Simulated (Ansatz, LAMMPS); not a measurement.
# Glassy 57SiO2-36ZnO-7P2O5 (mol %) (128 atoms) under strain: runs compared

Aim: relax glassy 57SiO2-36ZnO-7P2O5 (mol %) (128 atoms), then change its volume and shape to read moduli from the stress.

Computed with Ansatz 0.2.0: Kohn-Sham DFT, revPBE, PAW (set soft_2), plane waves.

**1. The cell as built**

The cell holds 128 atoms: 25 Si, 16 Zn, 6 P and 81 O. Its edges and angles: a = 12.070 Å, b = 12.070 Å, c = 12.070 Å, α = 90.0°, β = 90.0°, γ = 90.0°. 128 atoms (25 Si, 16 Zn, 6 P, 81 O) placed at random at 2.93 g/cm³, melted at 4000 K for 10 ps at fixed volume with the Morse and Coulomb pair potential with partial charges (Pedone, Malavasi, Menziani, Cormack and Segre, J. Phys. Chem. B 110, 11780 (2006)). Quenched from 4000 K to 300 K at 25 K/ps and fixed volume, held 10 ps at zero pressure.

Limits known from the start: The quench rate of 25 K/ps far exceeds what a furnace or splat quench reaches, so expect more defects and frozen-in strain than in a real sample. The network of bonds at the start is that of the classical potential that made the cell, and needn't be the one that DFT or experiment would give. The Brillouin zone is sampled at Γ only.

**2. The reference run**

The reference is a single point at the end of the relaxation.

Every strained cell starts from the geometry of this run, and its atoms are relaxed with the cell held.

Its input, with most atom lines left out:

```yaml
crystal:
  lattice:
    - [12.39177, -0.31084, 0.04412]
    - [-0.31084, 12.09846, -0.00439]
    - [0.04412, -0.00439, 12.08175]
  atoms:
    - { symbol: Si, position: [0.95073, 0.53271, 0.51836] }
    - { symbol: Si, position: [0.45007, 0.19539, 0.42457] }
    - { symbol: Si, position: [0.79658, 0.83307, 0.98097] }
    - { symbol: Si, position: [0.93365, 0.77863, 0.44229] }
    - { symbol: Si, position: [0.17629, 0.78166, 0.47942] }
    - { symbol: Si, position: [0.63981, 0.20329, 0.24314] }
    - { symbol: Si, position: [0.56251, 0.30906, 0.63606] }
    [... atom lines 8 to 128 left out ...]
kpoints:
  mp_grid: { grid: [1, 1, 1] }
hamiltonian:
  xc: revpbe
scf:
  occupations: { method: fixed }
output:
  forces: true
  stress: true
  populations: intrinsic
  dos:
    method: { smearing: { sigma: 0.1 } }
    de: 0.1
    projected: { site_lists: { O: [O], P: [P], Si: [Si], Zn: [Zn] } }
  eigenvalues: true
  write_density: true
  write_potential: true
  volumetric_format: npy
```

```
free energy per atom   : -936.0978 eV/atom
r.m.s. force component : 0.00548 eV/Å
pressure               : 0.004946 GPa
```

Filled and empty levels are parted by 3.06 eV (at Γ alone); a semilocal functional tends to put such gaps too low. In a disordered cell it changes from sample to sample, and tail or defect levels can set it.

**3. The runs**

Each row is one run, on 4 threads of Intel Xeon 6975P-C (Granite Rapids), shared host. The free energy is the program's total, comparable only between runs with the same functional, potentials and atoms.

```csv
run,atoms,outcome,"ionic steps, all passes",free energy (eV),time,host memory (GiB)
Single point at the start,128,converged,-,-119809.310,12 s,2.5
Cell and atoms relaxed,128,converged,36,-119820.515,6.5 min,2.7
Single point at the relaxed geometry,128,converged,-,-119820.515,21 s,2.8
Volume -3 %,128,converged,11,-119820.243,2.8 min,2.8
Volume +3 %,128,converged,9,-119820.276,2.4 min,3.0
Volume -6 %,128,converged,18,-119819.495,4.3 min,2.8
Volume +6 %,128,converged,23,-119819.978,6.1 min,3.0
Volume -10 %,128,converged,16,-119817.326,3.6 min,2.6
Stretched by 1 % along x,128,converged,5,-119820.461,82 s,2.8
Compressed by 1 % along x,128,converged,5,-119820.458,78 s,2.8
Sheared by 2 % in xy,128,converged,5,-119820.429,77 s,2.8
```

In some runs the program notes that the exchange-correlation potential is rough where the density is thin and the SCF threshold is loose for the stress.

**4. Pressure against volume**

Atoms are relaxed at each volume, in the scaled cell.

```csv
volume change (%),volume (Å³/atom),energy change (meV/atom),pressure (GPa),largest move on relaxing (Å),bonds,gap (eV)
-10,12.727,24.92,6.21,0.83,188,3.29
-6,13.293,7.97,3.48,0.73,187,3.19
-3,13.717,2.13,1.58,0.24,188,3.17
+0,14.142,0.00,0.00,-,186,3.06
+3,14.566,1.87,-1.43,0.36,186,2.96
+6,14.990,4.19,-1.78,1.39,183,2.85
```

**5. Uniaxial strain and shear**

Stress (GPa, compression positive) less that of the relaxed cell, atoms relaxed:

```csv
strain,xx,yy,zz,xy,energy change (meV/atom)
stretched by 1 % along x,-0.926,-0.381,-0.322,-0.032,0.42
compressed by 1 % along x,1.036,0.429,0.374,0.030,0.44
sheared by 2 % in xy,-0.036,-0.003,0.025,-0.723,0.67
```

**6. What came out**

The bulk modulus, from the slope of pressure against ln V over the three points nearest the relaxed volume, is 50.3 GPa; a quadratic over all points gives a pressure derivative of about 7.0. The count of bonds runs from 183 to 188 over the series, so at some points contacts cross the cutoffs. At -10 %, -6 % and +6 % some atom moved by over 0.5 Å on relaxing, so those points may sit in another local minimum. The gap goes from 3.29 eV at the smallest volume to 2.85 eV at the largest, -2.7 eV per unit of ln V by a straight line, on the run's k-points. In the Cartesian axes of the cell, finite differences give C11 = 98.1, C12 = 40.5, C13 = 34.8 and C66 = 36.2 GPa (the shear of 2 % is the engineering strain, εxy = 0.01). The mean of C11, C12 and C13, which equals the bulk modulus in a cubic or isotropic solid, is 57.8 GPa: it lies 15 % over the bulk modulus from the volumes. For an isotropic solid C66 would equal (C11 − C12)/2 = 28.8 GPa; so small a sample needn't be isotropic, and C66 rests on one shear. With the bulk modulus and C66 as K and G, Young's modulus would be about 88 GPa and Poisson's ratio 0.21.

**Limits.** Strains are finite and relaxations stop at the force tolerance of the input, which can leave moduli too stiff; they are those of a static cell at zero temperature. Volumes are changed with the cell's shape held, so in an anisotropic solid the modulus lies over the one under free hydrostatic load. The program notes that the SCF threshold of the relaxations is loose for the stress.

The DFT runs together took 30 min of wall time.

[Logs are printed without paths, hosts, clocks, repeated set-up lines and the standing remarks that a program may print on its own settings, such as how far it seeks lower states.]

[Hosts, paths, dates, database ids (printed as entryN), source tags and the programs' standing remarks are cut or masked in the printed files.]
